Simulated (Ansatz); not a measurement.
# How the geometry moves the gap of MoS2 (P6_3/mmc)

How far does the choice of cell move the gap? The case is MoS2 (P6_3/mmc).

Main program and level: Ansatz 0.2.0; PBE, HSE06 and G0W0, plane waves, PAW.

The database entry behind the starting cell differs from other determinations of this structure, so it need not match the best structure at room temperature.

**1. The system as given**

It takes space group P6_3/mmc (No. 194, hexagonal). The conventional cell has a = 3.169 Å, b = 3.169 Å, c = 12.324 Å, α = 90.00°, β = 90.00°, γ = 120.00°. Mo has 6 S at 2.41 Å nearest. Nearest to S lie 3 Mo at 2.41 Å. Farther neighbours, and contacts between anions beyond the nearest, are not listed.

As a file:

```cif
data_structure
_symmetry_space_group_name_H-M 'P 1'
_symmetry_Int_Tables_number 1
_cell_length_a 3.1690
_cell_length_b 3.1690
_cell_length_c 12.3240
_cell_angle_alpha 90.000
_cell_angle_beta 90.000
_cell_angle_gamma 120.000
_cell_volume 107.18
loop_
_atom_site_label
_atom_site_type_symbol
_atom_site_fract_x
_atom_site_fract_y
_atom_site_fract_z
_atom_site_occupancy
Mo1 Mo 0.33333 0.66667 0.25000 1
Mo2 Mo 0.66667 0.33333 0.75000 1
S3 S 0.33333 0.66667 0.62300 1
S4 S 0.66667 0.33333 0.12300 1
S5 S 0.33333 0.66667 0.87700 1
S6 S 0.66667 0.33333 0.37700 1
```

The cell and positions come from the Crystallography Open Database and are kept as given unless a step says otherwise. The default PAW set here is soft_2. Its files were made with PBE.

**2. PBE bands at the given cell**

The cheap functional maps the bands first; the places of the edges decide which points the dearer methods must see.

This step: DFT, PBE, plane waves, PAW.

File input.yaml:

```yaml
crystal:
  lattice:
    - [3.169, 0.0, 0.0]
    - [-1.5845, 2.7444345046, 0.0]
    - [0.0, 0.0, 12.324]
  atoms:
    - { symbol: Mo, position: [0.3333333333, 0.6666666667, 0.25] }
    - { symbol: Mo, position: [0.6666666667, 0.3333333333, 0.75] }
    - { symbol: S, position: [0.3333333333, 0.6666666667, 0.623] }
    - { symbol: S, position: [0.6666666667, 0.3333333333, 0.123] }
    - { symbol: S, position: [0.3333333333, 0.6666666667, 0.877] }
    - { symbol: S, position: [0.6666666667, 0.3333333333, 0.377] }
kpoints:
  mp_grid: { grid: [12, 12, 2] }
  band_path:
    path:
      - [[0.0, 0.0, 0.0], [0.5, 0.0, 0.0], [0.33333333, 0.33333333, 0.0], [0.0, 0.0, 0.0], [0.0, 0.0, 0.5], [0.5, 0.0, 0.5], [0.33333333, 0.33333333, 0.5], [0.0, 0.0, 0.5]]
      - [[0.5, 0.0, 0.5], [0.5, 0.0, 0.0]]
      - [[0.33333333, 0.33333333, 0.5], [0.33333333, 0.33333333, 0.0]]
    npoints: 10
hamiltonian:
  xc: pbe
scf:
  occupations: { method: fermi_dirac, width: 0.02 }
  n_extra_bands: 6
output:
  eigenvalues: true
  forces: true
  stress: true
  write_density: true
  write_potential: true
  elf: true
  volumetric_format: npy
```

Launch:

```
$ ansatz run input.yaml --threads 3 --pin off --max-ram 64512MiB --backend cuda --events-out ev --progress --plain --runs-dir out --devices 1 --max-vram 24GiB
```

Log:

```text
scf.n_extra_bands = 6 over 26 filled bands (N_el = 52.0): the run solves 32 bands
GPUs: using 1 of 1 available (devices: 1).
Engine: ansatz 0.2.0, x86_64-unknown-linux-gnu
Pseudopotentials: kind: paw
Pseudopotential: Mo, paw, valence charge 14, recommended cutoff 420 eV (normal), Mo.paw.azcp
Pseudopotential: S, paw, valence charge 6, recommended cutoff 420 eV (normal), S.paw.azcp
Functional definition: PBE
  parameter kappa = 0.804
  parameter beta = 0.066725
  exchange = pbe_x(kappa = kappa, mu = beta*pi^2/3)
  correlation = pbe_c(beta = beta)
device memory: the entry about to start is reckoned to put 2.7 GiB on a device that reports 38.9 GiB free (of which the cap on the GPU budget leaves the run 24.0 GiB)
GPU FFT provider: cuFFT
GPU libraries: cuBLAS 13.8.2, cuFFT 12.4.0, cuSOLVER 12.3.4
Crystal: 6 atoms, lattice volume = 107.183 Å³
Basis set: ecut = 420 eV, 2081 PW (Γ), exchange–correlation on 48×48×180 points (8 copies of the dense FFT grid, shifted against one another)
Bands: 32, of which v1, the nominal top of the filled ones, is band 26 counted from 1 (25 counted from 0)
Symmetry: 24 space group operations
Space group: P63/mmc (ITA 194), of the structure as read, at distance tolerance 4.8e-5 Å
k-points: 38 of 288
Non-local potential: Mo, projectors of the file, l = 0: 3, l = 1: 2, l = 2: 2, l = 3: 1
Non-local potential: S, projectors of the file, l = 0: 2, l = 1: 2, l = 2: 2
PAW form: soft (Blöchl's): semilocal exchange-correlation on the pseudo side does not see the compensation charge
PAW one-centre angular grid: Mo, 590 points (default); XC on 64 Gauss nodes
PAW one-centre angular grid: S, 110 points (default); XC on 64 Gauss nodes
Initial density: superposition of atomic densities (neutral atoms: chi_scale 0, normalization atom), corrected by the library's trained network
Initial wavefunctions: pseudopotential atomic-orbital guess
GPU buffer pool allocated for 51840 grid points (all kernels)
GPU transforms: local potential and band sums: pruned to the plane-wave sphere, on 24×24×90
Functional: x = pbe(κ = 0.804, μ = 0.219515), c = pbe(β = 0.066725)
SCF iter   1: F=—  HF=-13525.527430 eV  |F-HF|=—  |Δ(HF+E_count)|=         —  Δρ=5.48e-3  dr2=7.50e-3  ethr=1.77e-3  ⟨swp⟩=7.6  Hψ=5526  notcnv=0
preconditioner: auto → Resta (q_TF=auto, 2.418 Å⁻¹)  ε∞=8.7  [insulator: Δε(μ)=0.887 eV  Ē_g=7.750 eV  σ=0.020 eV  W_gap=1.00  n_scr=26 (ndim 8)  ℏωp=21.5 eV  f_vac=0.016  D(μ)=0.00/eV (n_scr^D=0)  ε∞_Penn≈8.7]
SCF iter   2: F=—  HF=-13525.536178 eV  |F-HF|=—  |Δ(HF+E_count)|=   8.75e-3  Δρ=3.13e-3  dr2=2.37e-3  ethr=1.44e-5  ⟨swp⟩=2.0  Hψ=2413  notcnv=0  defer=19
SCF iter   3: F=—  HF=-13525.540950 eV  |F-HF|=—  |Δ(HF+E_count)|=   4.77e-3  Δρ=5.08e-4  dr2=6.55e-4  ethr=4.56e-6  ⟨swp⟩=2.0  Hψ=1990  notcnv=0  defer=19
SCF iter   4: F=—  HF=-13525.540893 eV  |F-HF|=—  |Δ(HF+E_count)|=   5.78e-5  Δρ=1.15e-4  dr2=9.79e-6  ethr=1.26e-6  ⟨swp⟩=2.1  Hψ=1553  notcnv=0  defer=19
SCF iter   5: F=—  HF=-13525.541070 eV  |F-HF|=—  |Δ(HF+E_count)|=   1.77e-4  Δρ=4.30e-5  dr2=1.54e-6  ethr=1.88e-8  ⟨swp⟩=2.0  Hψ=1703  notcnv=0  defer=19
SCF iter   6: F=-13525.541072 eV  HF=-13525.541072 eV  |F-HF|=2.52e-8  |Δ(HF+E_count)|=   1.57e-6  Δρ=8.18e-6  dr2=8.29e-8  ethr=1.92e-10  ⟨swp⟩=9.6  Hψ=10539  notcnv=0
SCF 1 converged in 6 iterations: F = -13525.541072 eV  dr2 = 8.29e-8
[...]
device memory: the entry about to start is reckoned to put 4.1 GiB on a device that reports 43.4 GiB free (of which the cap on the GPU budget leaves the run 24.0 GiB)
NSCF: frozen V_eff on 93 k-points, pencils in batches of 32, up to order 144
SCF converged after 6 iterations
Free energy (F): -13525.541072 eV
Harris-Foulkes:  -13525.541072 eV  (|F-HF|=2.52e-8)
Internal energy: -13525.541072 eV  (E = F + TS)
E sigma→0 (E₀):  -13525.541072 eV
Fermi energy:    11.321628 eV
--- Per-component energies (eV) ---
  E_band       = -312.452811
  E_kinetic    = 1312.077966
  E_local      = -3923.160332  (includes V_loc(G=0)·N_el)
  E_nonlocal   = 398.372582
  E_hartree    = 1508.572759
  E_xc         = -757.135164
  E_vxc        = -810.202186  (∫ρ·V_xc dr)
  E_paw        = -8803.052519  (= ΣΔE_a)
  E_vpaw       = -306.676693  (= ΣTr[D̂ρ^β])
  E_aug_tail   = 0.000083  (compensation charges beyond the density's cutoff)
  E_ewald      = -3261.216446
  E_smearing   = -0.000000  (= −TS)
  E_closure    = 0.000000  (closes the sum)
  Σ components = -13525.541072   (vs F -13525.541072, Δ=0.00e0)
--- Forces (eV/Å), atoms counted from 1 ---
  atom   1  Mo    -0.00000000    -0.00000000     0.00000000
  atom   2  Mo     0.00000000     0.00000000     0.00000000
  atom   3  S      0.00000000     0.00000000     0.06541419
  atom   4  S     -0.00000000    -0.00000000     0.06541419
  atom   5  S     -0.00000000     0.00000000    -0.06541419
  atom   6  S     -0.00000000    -0.00000000    -0.06541419
  max |Σ_I F_I| component: 7.29e-17 eV/Å
--- Stress (GPa, compression-positive) ---
        1.850048       0.000000       0.000000
        0.000000       1.850048      -0.000000
        0.000000      -0.000000       2.268797
  P = ⅓ Tr σ = 1.9896 GPa (19.896 kbar)
--- Band table (eV; the first three rows and the last of 38) ---
  k-point 0: bands = [... 22 lower, 8.7672, 9.7122, 9.7501, 10.8974, 12.9945, 12.9945, 13.0225, 13.0225, ... 2 higher]
  k-point 1: bands = [... 22 lower, 8.7439, 8.7439, 10.6308, 10.6308, 12.9999, 12.9999, 12.9999, 12.9999, ... 2 higher]
  k-point 2: bands = [... 22 lower, 8.8483, 9.7596, 9.8535, 10.6930, 12.8779, 12.9186, 12.9824, 13.0320, ... 2 higher]
  k-point 37: bands = [... 22 lower, 8.0259, 8.0259, 10.2004, 10.2004, 11.9460, 11.9460, 13.1987, 13.1987, ... 2 higher]
```

It took 11 s on 1 × NVIDIA H100 80GB HBM3 (shared by 3 runs) with 3 threads of AMD EPYC 7R13 (Zen 3), shared host; peak memory 1 GiB; 8.4 s of CPU time.

Reading the cycles: dr2 is the Hartree energy of the density residual (eV), the measure of convergence; HF is the Harris–Foulkes estimate of the energy, which meets the free energy F at convergence.

This step gave:

```
pressure             : 1.990 GPa
filled bands         : 26
gap                  : 0.8845 eV
valence top at       : Γ
conduction bottom at : k = (0.167, 0.167, 0.000)
least direct gap     : 1.654 eV
```

The gap is indirect, with the least direct gap 0.77 eV higher.

**3. Relaxing cell and ions**

A relaxation comes first: leftover forces or stress would pass straight into the levels.

This step: DFT, PBE with D3(BJ) dispersion, plane waves, PAW.

File input.yaml:

```yaml
crystal:
  lattice:
    - [3.169, 0.0, 0.0]
    - [-1.5845, 2.7444345046, 0.0]
    - [0.0, 0.0, 12.324]
  atoms:
    - { symbol: Mo, position: [0.3333333333, 0.6666666667, 0.25] }
    - { symbol: Mo, position: [0.6666666667, 0.3333333333, 0.75] }
    - { symbol: S, position: [0.3333333333, 0.6666666667, 0.623] }
    - { symbol: S, position: [0.6666666667, 0.3333333333, 0.123] }
    - { symbol: S, position: [0.3333333333, 0.6666666667, 0.877] }
    - { symbol: S, position: [0.6666666667, 0.3333333333, 0.377] }
kpoints:
  mp_grid: { grid: [9, 9, 2] }
hamiltonian:
  xc: pbe
  dispersion: d3bj
scf:
  occupations: { method: fermi_dirac, width: 0.02 }
relax:
  f_tol: 0.01
  max_steps: 60
  cell: {}
```

Log:

```text
GPUs: using 1 of 1 available (devices: 1).
[...]
GPU FFT provider: cuFFT
GPU libraries: cuBLAS 13.8.2, cuFFT 12.4.0, cuSOLVER 12.3.4
Crystal: 6 atoms, lattice volume = 107.183 Å³
Basis set: ecut = 420 eV, 2081 PW (Γ), exchange–correlation on 48×48×180 points (8 copies of the dense FFT grid, shifted against one another)
Bands: 32, of which v1, the nominal top of the filled ones, is band 26 counted from 1 (25 counted from 0)
Symmetry: 24 space group operations
[...]
k-points: 24 of 162
[...]
GPU buffer pool allocated for 51840 grid points (all kernels)
[...]
SCF iter   1: F=—  HF=-13528.068385 eV  |F-HF|=—  |Δ(HF+E_count)|=         —  Δρ=5.48e-3  dr2=7.49e-3  ethr=1.77e-3  ⟨swp⟩=7.5  Hψ=3504  notcnv=0
[...]
SCF iter   6: F=-13528.082094 eV  HF=-13528.082094 eV  |F-HF|=2.28e-8  |Δ(HF+E_count)|=   1.55e-6  Δρ=8.15e-6  dr2=8.45e-8  ethr=1.92e-10  ⟨swp⟩=3.2  Hψ=3237  notcnv=0
SCF 1 converged in 6 iterations: F = -13528.082094 eV  dr2 = 8.45e-8
[...]
relax step   1: F+E_penalty+E_count = -13528.08209410 eV  Δ(F+E_penalty+E_count) = +0.000e0 eV  max|allowed force component| = 6.181e-2 eV/Å  Δτ_max = 0.0000 Å  P = -1.907 GPa  Ω = 107.183 Å³  (6 SCF iters, dr2 threshold 1.00e-7 eV, accepted)
[...]
relax step   2: F+E_penalty+E_count = -13528.07087312 eV  Δ(F+E_penalty+E_count) = +1.122e-2 eV  max|allowed force component| = 2.119e-1 eV/Å  Δτ_max = 0.0670 Å  P = +1.355 GPa  Ω = 100.738 Å³  energy of the carried Pulay correction = +7.545e-4 eV  (6 SCF iters, dr2 threshold 6.00e-7 eV, rejected (line search))
[...]
relax step   4: F+E_penalty+E_count = -13528.09800411 eV  Δ(F+E_penalty+E_count) = -8.447e-4 eV  max|allowed force component| = 2.105e-2 eV/Å  Δτ_max = 0.0066 Å  P = -0.051 GPa  Ω = 103.761 Å³  energy of the carried Pulay correction = +3.949e-4 eV  (6 SCF iters, dr2 threshold 6.00e-7 eV, accepted)
[...]
relax step   6: F+E_penalty+E_count = -13528.09765867 eV  Δ(F+E_penalty+E_count) = +3.924e-4 eV  max|allowed force component| = 2.451e-3 eV/Å  Δτ_max = 0.0000 Å  P = +0.019 GPa  Ω = 103.846 Å³  stress off target by 1.90e-2 GPa  SCF on the basis re-selected at this cell (its energy is not comparable with the rows above)  (9 SCF iters)
basis re-selected at this cell: Δ(F+E_penalty+E_count) = +3.924e-4 eV, ΔP = +0.001 GPa vs the last step (what re-selecting the basis moved, of the pressure what is left beyond the Pulay correction that the steps carried, after the strain that the cell walked since its last selection, with what the two solves' SCF thresholds leave and, on support functions, any second-order correction that the steps lacked; it is no measure of the basis error at this ecutwfc). The dense FFT grid was sized anew with the basis: this SCF ran on 24×24×81 points, the steps before it on 24×24×90, so part of this shift can come from that change (see relax.cell in the input reference). [rest of the remark cut]
SCF converged after 9 iterations
Free energy (F): -13528.097659 eV
[...]
Internal energy: -13528.097659 eV  (E = F + TS)
E sigma→0 (E₀):  -13528.097659 eV
Fermi energy:    11.878629 eV
[...]
--- Forces (eV/Å), atoms counted from 1 ---
  atom   1  Mo    -0.00000000    -0.00000000     0.00000000
  atom   2  Mo    -0.00000000     0.00000000    -0.00000000
  atom   3  S     -0.00000000     0.00000000    -0.00245124
  atom   4  S      0.00000000    -0.00000000    -0.00245124
  atom   5  S     -0.00000000     0.00000000     0.00245124
  atom   6  S      0.00000000    -0.00000000     0.00245124
  max |Σ_I F_I| component: 3.01e-17 eV/Å
--- Stress (GPa, compression-positive) ---
        0.018986       0.000000      -0.000000
        0.000000       0.018986      -0.000000
       -0.000000      -0.000000       0.018740
  P = ⅓ Tr σ = 0.0189 GPa (0.189 kbar)
--- Band table (eV; the first three rows and the last of 24) ---
  k-point 0: bands = [... 22 lower, 9.3073, 10.1851, 10.3618, 11.4701, 13.5511, 13.5511, 13.5866, 13.5866, ... 2 higher]
  k-point 1: bands = [... 22 lower, 9.2768, 9.2768, 11.2031, 11.2031, 13.5547, 13.5547, 13.5547, 13.5547, ... 2 higher]
  k-point 2: bands = [... 22 lower, 9.3909, 10.2052, 10.4733, 11.0716, 13.3437, 13.3751, 13.4695, 13.4854, ... 2 higher]
  k-point 23: bands = [... 22 lower, 8.4996, 8.4996, 10.7117, 10.7117, 12.5292, 12.5292, 13.6845, 13.6845, ... 2 higher]
--- Relaxed structure (5 steps of the walk, 4 accepted, 1 SCFs on fresh bases) ---
  F+E_penalty+E_count = -13528.09765867 eV   max|allowed force component| = 2.451e-3 eV/Å   (the final SCF, on the basis selected at the relaxed cell)
  cell:  # Å, volume = 103.8462 Å³
    - [3.149161, 0, 0]
    - [-1.574581, 2.727253, 0]
    - [0, 0, 12.091223]
  atoms:
    - { symbol: Mo, position: [0.333333, 0.666667, 0.250000] }
    - { symbol: Mo, position: [0.666667, 0.333333, 0.750000] }
    - { symbol: S, position: [0.333333, 0.666667, 0.620503] }
    - { symbol: S, position: [0.666667, 0.333333, 0.120503] }
    - { symbol: S, position: [0.333333, 0.666667, 0.879497] }
    - { symbol: S, position: [0.666667, 0.333333, 0.379497] }
```

It took 8.1 s on 1 × NVIDIA H100 80GB HBM3 (shared by 3 runs) with 3 threads; peak memory 1 GiB.

The steps of the relaxation:

| step | energy less that of the first step (eV) | largest force component (eV/Å) | pressure (GPa) | volume (Å³) |
| --- | --- | --- | --- | --- |
| 1 | 0.0000 | 0.0618 | -1.91 | 107.18 |
| 2 | 0.0112 | 0.2119 | 1.36 | 100.74 |
| 3 | -0.0151 | 0.0542 | -0.46 | 104.43 |
| 4 | -0.0159 | 0.0210 | -0.05 | 103.76 |
| 5 | -0.0160 | 0.0024 | 0.02 | 103.85 |
| 6* | -0.0156 | 0.0025 | 0.02 | 103.85 |

Relaxation steps marked * repeat the geometry before them on a plane-wave basis chosen anew for their cell, so energy and pressure can jump there. Relaxation step 2 was tried and not accepted.

The run keeps the 24 symmetry operations that the program found, so distortions that break them were not tested.

| conventional cell, symmetrised | before | after | change |
| --- | --- | --- | --- |
| a (Å) | 3.169 | 3.149 | -0.6 % |
| b (Å) | 3.169 | 3.149 | -0.6 % |
| c (Å) | 12.324 | 12.091 | -1.9 % |
| volume (Å³/atom) | 17.86 | 17.31 | -3.1 % |

The atoms that moved most (Å, as changes of fractional coordinates times the final cell):

| atom | dx | dy | dz | length |
| --- | --- | --- | --- | --- |
| S3 | 0.000 | 0.000 | -0.030 | 0.030 |
| S4 | 0.000 | 0.000 | -0.030 | 0.030 |
| S6 | 0.000 | 0.000 | 0.030 | 0.030 |
| S5 | 0.000 | 0.000 | 0.030 | 0.030 |

**4. PBE at the relaxed cell**

This step: DFT, PBE, plane waves, PAW.

File input.yaml:

```yaml
crystal:
  lattice:
    - [3.1491610477, 0.0, 0.0]
    - [-1.5745805239, 2.7272534679, 0.0]
    - [0.0, 0.0, 12.0912228302]
  atoms:
    - { symbol: Mo, position: [0.3333333333, 0.6666666667, 0.25] }
    - { symbol: Mo, position: [0.6666666667, 0.3333333333, 0.75] }
    - { symbol: S, position: [0.3333333333, 0.6666666667, 0.6205030208] }
    - { symbol: S, position: [0.6666666667, 0.3333333333, 0.1205030208] }
    - { symbol: S, position: [0.3333333333, 0.6666666667, 0.8794969792] }
    - { symbol: S, position: [0.6666666667, 0.3333333333, 0.3794969792] }
kpoints:
  mp_grid: { grid: [12, 12, 2] }
  band_path:
    path:
      - [[0.0, 0.0, 0.0], [0.5, 0.0, 0.0], [0.33333333, 0.33333333, 0.0], [0.0, 0.0, 0.0], [0.0, 0.0, 0.5], [0.5, 0.0, 0.5], [0.33333333, 0.33333333, 0.5], [0.0, 0.0, 0.5]]
      - [[0.5, 0.0, 0.5], [0.5, 0.0, 0.0]]
      - [[0.33333333, 0.33333333, 0.5], [0.33333333, 0.33333333, 0.0]]
    npoints: 10
hamiltonian:
  xc: pbe
scf:
  occupations: { method: fermi_dirac, width: 0.02 }
  n_extra_bands: 6
output:
  eigenvalues: true
  forces: true
  stress: true
```

Log:

```text
[...]
GPUs: using 1 of 1 available (devices: 1).
[...]
GPU FFT provider: cuFFT
GPU libraries: cuBLAS 13.8.2, cuFFT 12.4.0, cuSOLVER 12.3.4
Crystal: 6 atoms, lattice volume = 103.846 Å³
Basis set: ecut = 420 eV, 2009 PW (Γ), exchange–correlation on 48×48×162 points (8 copies of the dense FFT grid, shifted against one another)
[...]
k-point 0: bands = [... 22 lower, 9.3073, 10.1851, 10.3618, 11.4701, 13.5512, 13.5512, 13.5866, 13.5866, ... 2 higher]
  k-point 1: bands = [... 22 lower, 9.2768, 9.2768, 11.2031, 11.2031, 13.5547, 13.5547, 13.5547, 13.5547, ... 2 higher]
  k-point 2: bands = [... 22 lower, 9.3739, 10.2013, 10.4760, 11.2429, 13.4412, 13.4812, 13.5441, 13.5587, ... 2 higher]
  k-point 37: bands = [... 22 lower, 8.4996, 8.4996, 10.7116, 10.7116, 12.5292, 12.5292, 13.6845, 13.6845, ... 2 higher]
[key lines of the parts left out:]
SCF converged after 6 iterations
Free energy (F): -13525.472107 eV
Fermi energy:    11.844619 eV
P = ⅓ Tr σ = 4.1862 GPa (41.862 kbar)
```

Run time: 6.2 s. Hardware: 1 × NVIDIA H100 80GB HBM3 (shared by 3 runs) with 3 threads; peak memory 0.98 GiB; 4.9 s of CPU time.

This step gave:

- pressure: 4.186 GPa
- gap: 0.7850 eV
- valence top at: Γ
- conduction bottom at: k = (0.167, 0.167, 0.000)
- least direct gap: 1.701 eV

The gap is indirect, with the least direct gap 0.92 eV higher. The pressure of 4 GPa says that this functional would expand the cell; it is kept.

**5. HSE06 at the relaxed cell**

HSE06 mixes in a quarter of exact exchange at short range. Exchange couples all pairs of k points, which makes a full band path dear, so levels are read on the mesh and at chosen points.

This step: DFT, HSE06, plane waves, PAW.

File input.yaml:

```yaml
crystal:
  lattice:
    - [3.1491610477, 0.0, 0.0]
    - [-1.5745805239, 2.7272534679, 0.0]
    - [0.0, 0.0, 12.0912228302]
  atoms:
    - { symbol: Mo, position: [0.3333333333, 0.6666666667, 0.25] }
    - { symbol: Mo, position: [0.6666666667, 0.3333333333, 0.75] }
    - { symbol: S, position: [0.3333333333, 0.6666666667, 0.6205030208] }
    - { symbol: S, position: [0.6666666667, 0.3333333333, 0.1205030208] }
    - { symbol: S, position: [0.3333333333, 0.6666666667, 0.8794969792] }
    - { symbol: S, position: [0.6666666667, 0.3333333333, 0.3794969792] }
kpoints:
  mp_grid: { grid: [6, 6, 2] }
  band_path:
    path:
      - [0.0, 0.0, 0.0]
      - [0.5, 0.0, 0.0]
      - [0.33333333, 0.33333333, 0.0]
      - [0.0, 0.0, 0.5]
      - [0.5, 0.0, 0.5]
      - [0.33333333, 0.33333333, 0.5]
      - [0.1666666667, 0.1666666667, 0.0]
    npoints: 1
hamiltonian:
  xc: hse06
scf:
  occupations: { method: fixed }
  n_extra_bands: 6
output:
  eigenvalues: true
```

Log:

```text
[...]
GPUs: using 1 of 1 available (devices: 1).
[...]
davidson cushion auto → on  (no smearing: the cushion is to keep the highest requested band from converging to the state above it; pin scf.eigensolver.cushion to override)
[...]
GPU FFT provider: cuFFT
GPU libraries: cuBLAS 13.8.2, cuFFT 12.4.0, cuSOLVER 12.3.4
Crystal: 6 atoms, lattice volume = 103.846 Å³
Basis set: ecut = 420 eV, 2009 PW (Γ)
[...]
Fermi energy:    11.105740 eV
[...]
--- Band table (eV; the first three rows and the last of 14) ---
  k-point 0: bands = [... 22 lower, 8.7395, 9.7000, 9.7721, 11.1057, 13.9047, 13.9047, 13.9443, 13.9443, ... 2 higher]
  k-point 1: bands = [... 22 lower, 8.7039, 8.7039, 10.7928, 10.7928, 13.9055, 13.9055, 13.9055, 13.9055, ... 2 higher]
  k-point 2: bands = [... 22 lower, 8.7086, 9.6658, 9.7211, 10.1859, 13.1889, 13.5434, 13.6752, 13.8181, ... 2 higher]
  k-point 13: bands = [... 22 lower, 7.7115, 7.7115, 10.3372, 10.3372, 12.6326, 12.6326, 14.0723, 14.0723, ... 2 higher]
[key lines of the parts left out:]
Free energy (F): -13531.534921 eV
```

It took 15 s on 1 × NVIDIA H100 80GB HBM3 (shared by 3 runs) with 3 threads; peak memory 1.3 GiB.

Numbers from this step:

```yaml
gap: 1.332 eV
valence_top_at: Γ
conduction_bottom_at: k = (0.167, 0.167, 0.000)
least_direct_gap: 2.173 eV
```

The gap stands +0.55 eV against PBE.

(Continued in part 2 of 2.)

[Long decimals in the printed logs are rounded to 6 places.]

[Logs are printed without paths, hosts, clocks, repeated set-up lines and the standing remarks that a program may print on its own settings, such as how far it seeks lower states.]

[Paths, hosts, dates, memory and timing lines, banners, echoed tables and standing remarks are left out of the program output; an Ansatz launch command may be rebuilt from the run's recorded settings. Measured values are a selection of at most five: reports struck by readers or far from the other reports are left out. None is set beside runs whose start may be inverted or whose files or cutoffs have a known fault.]

[Runs of the session that timed out or met a known fault of the program may be left out.]

[Cells called generated may have been cut or substituted from an entry of the Crystallography Open Database or the Materials Project.]

[Hosts, paths, dates, database ids (printed as entryN), source tags and the programs' standing remarks are cut or masked in the printed files.]

[Where the starting crystal was built by hand or by swapping elements, it need not be the compound's stable phase.]
